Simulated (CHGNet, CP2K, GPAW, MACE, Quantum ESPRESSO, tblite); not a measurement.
# Which run comes nearest? Twisted graphene monolayer on bilayer, 21.79° (42 atoms)

The cell holds 42 atoms: 42 C. Its edges and angles: a = 6.508 Å, b = 6.509 Å, c = 20.690 Å, α = 90.0°, β = 90.0°, γ = 120.0°. It derives from C (graphene). Graphene (a = 2.46 Å) under graphene (a = 2.46 Å), monolayer on bilayer, commensurate cell of 7 unit cells a layer, twist 21.79 deg; facing planes 3.32, 3.37 Å apart as built; 14 Å of vacuum; minimised with a classical potential. Then every atom was moved at random, 0.03 Å r.m.s. a Cartesian component. Regions: layer 1, 14 atoms (14 C); layer 2, 14 atoms (14 C); layer 3, 14 atoms (14 C). Vacuum lies along c.

Geometry: as built.

The reference, a calculation:

```
method                 : Kohn-Sham DFT, PBE, SSSP efficiency 1.3.0 pseudopotentials, plane waves (Quantum ESPRESSO 7.5); sssp-pbe-1.3.0-efficiency, cutoffs 45/360 Ry, Γ point
r.m.s. force component : 1.523 eV/Å
longest force          : 6.137 eV/Å
time                   : 42 s on 4 MPI ranks of Intel Xeon Platinum 8488C (Sapphire Rapids), shared host
CPU time               : 2.7 min
```

Q: Estimate the differences from the reference, the CPU time and the memory of each run.
- QE PBE+D3(BJ), sssp-1.3.0-efficiency, 45/360 Ry (Quantum ESPRESSO 7.5; 2 MPI ranks)
- QE PBE, gbrv-1.5, 40/200 Ry (Quantum ESPRESSO 7.5; 2 MPI ranks)
- tblite GFN2-xTB (tblite 0.8.0; 1 thread)
- CP2K PBE, DZVP-UZH, 630/50 Ry, diagonalisation (CP2K 2026.2; 4 MPI ranks)
- GPAW PBE, LCAO dzp, h 0.2 Å, other mixer settings (GPAW 26.7.0; 1 thread)
- MACE MPA-0 medium potential (MACE MPA-0 medium; 1 thread)
- CP2K PBE, DZVP-UZH, 450/30 Ry, diagonalisation (CP2K 2026.2; 2 threads)
- CP2K PBE, TZV2P-UZH, 450/50 Ry, diagonalisation (CP2K 2026.2; 4 MPI ranks)
- MACE MP-0b3 medium potential (MACE MP-0b3 medium; 1 thread)
- CP2K TPSS, PBE potentials, DZVP-UZH, 450/50 Ry, diagonalisation (CP2K 2026.2; 4 MPI ranks)

Differences are against the plane-wave reference, forces as r.m.s. over components; share is that over the reference's r.m.s. force, slope the least-squares factor from reference forces to these. Total energies of different programs have different zeros and aren't compared.

| run | Δ force, r.m.s. (meV/Å) | share (%) | slope | cores | CPU time | memory (GiB) |
| --- | --- | --- | --- | --- | --- | --- |
| reference | - | - | - | 4 | 2.7 min | 1.1 |
| QE PBE+D3(BJ), sssp-1.3.0-efficiency, 45/360 Ry | 27.5 | 1.81 | 1.005 | 2 | 2.6 min | 1.0 |
| QE PBE, gbrv-1.5, 40/200 Ry | 8.45 | 0.555 | 1.004 | 2 | 76 s | 0.52 |
| tblite GFN2-xTB | 123 | 8.10 | 0.948 | 1 | 1.9 s | 0.09 |
| CP2K PBE, DZVP-UZH, 630/50 Ry, diagonalisation | 23.7 | 1.56 | 1.014 | 4 | 3.9 min | 3.5 |
| GPAW PBE, LCAO dzp, h 0.2 Å, other mixer settings | 106 | 6.98 | 1.056 | 1 | 37 s | 0.43 |
| MACE MPA-0 medium potential | 169 | 11.1 | 0.950 | 1 | 7.7 s | 0.86 |
| CP2K PBE, DZVP-UZH, 450/30 Ry, diagonalisation (coarse) | 23.7 | 1.56 | 1.014 | 2 | 2.6 min | 1.8 |
| CP2K PBE, TZV2P-UZH, 450/50 Ry, diagonalisation | 13.1 | 0.860 | 0.997 | 4 | 8 min | 2.9 |
| MACE MP-0b3 medium potential | 270 | 17.8 | 0.839 | 1 | 8.2 s | 0.82 |
| CP2K TPSS, PBE potentials, DZVP-UZH, 450/50 Ry, diagonalisation | 31.0 | 2.04 | 1.019 | 4 | 8.2 min | 2.7 |

Rows marked coarse were listed beforehand as settings not expected to be converged; some can still land near the reference.

Times of the machine-learned potentials are mostly Python's start and the loading of weights.

CPU time is summed over cores on a shared host, where runs went side by side, so it is rough. Symmetry, cutoffs, thresholds, outputs and thread counts weren't matched or tuned between programs; memory under MPI is the largest rank's times the ranks.

PBE on plane waves or a grid with other potentials, cutoffs or grids, coarse settings apart, differs from the reference by 0.55 % (QE PBE, gbrv-1.5, 40/200 Ry) of the r.m.s. force; this holds the reference's own error, so differences of a few per cent don't tell which side is nearer the exact PBE result. The PBE runs in local orbitals, coarse settings apart, differ by 0.86 % (CP2K PBE, TZV2P-UZH, 450/50 Ry, diagonalisation) to 7.0 % (GPAW PBE, LCAO dzp, h 0.2 Å, other mixer settings); basis, grid and potentials can all enter. Tight binding differs by 8.1 % (tblite GFN2-xTB); it is another model, with fitted parameters of its own, and the xTB methods hold dispersion. Machine-learned potentials differ by 11 % (MACE MPA-0 medium potential) to 18 % (MACE MP-0b3 medium potential); they were trained on other programs' data. Among those trained on PBE data the slope goes as low as 0.84, which softening far from their training structures can give, though the reference's k-sampling is untested too. Periodic xTB results under one method name differ between programs and library versions. Machine-learned potentials mimic data converged in k, so the reference's own k-point error enters their differences. The electronic-structure runs sample only Γ, in a cell whose shortest periodic width is 6 Å.

[Logs are printed without paths, hosts, clocks, repeated set-up lines and the standing remarks that a program may print on its own settings, such as how far it seeks lower states.]

[Hosts, paths, dates, database ids (printed as entryN), source tags and the programs' standing remarks are cut or masked in the printed files.]
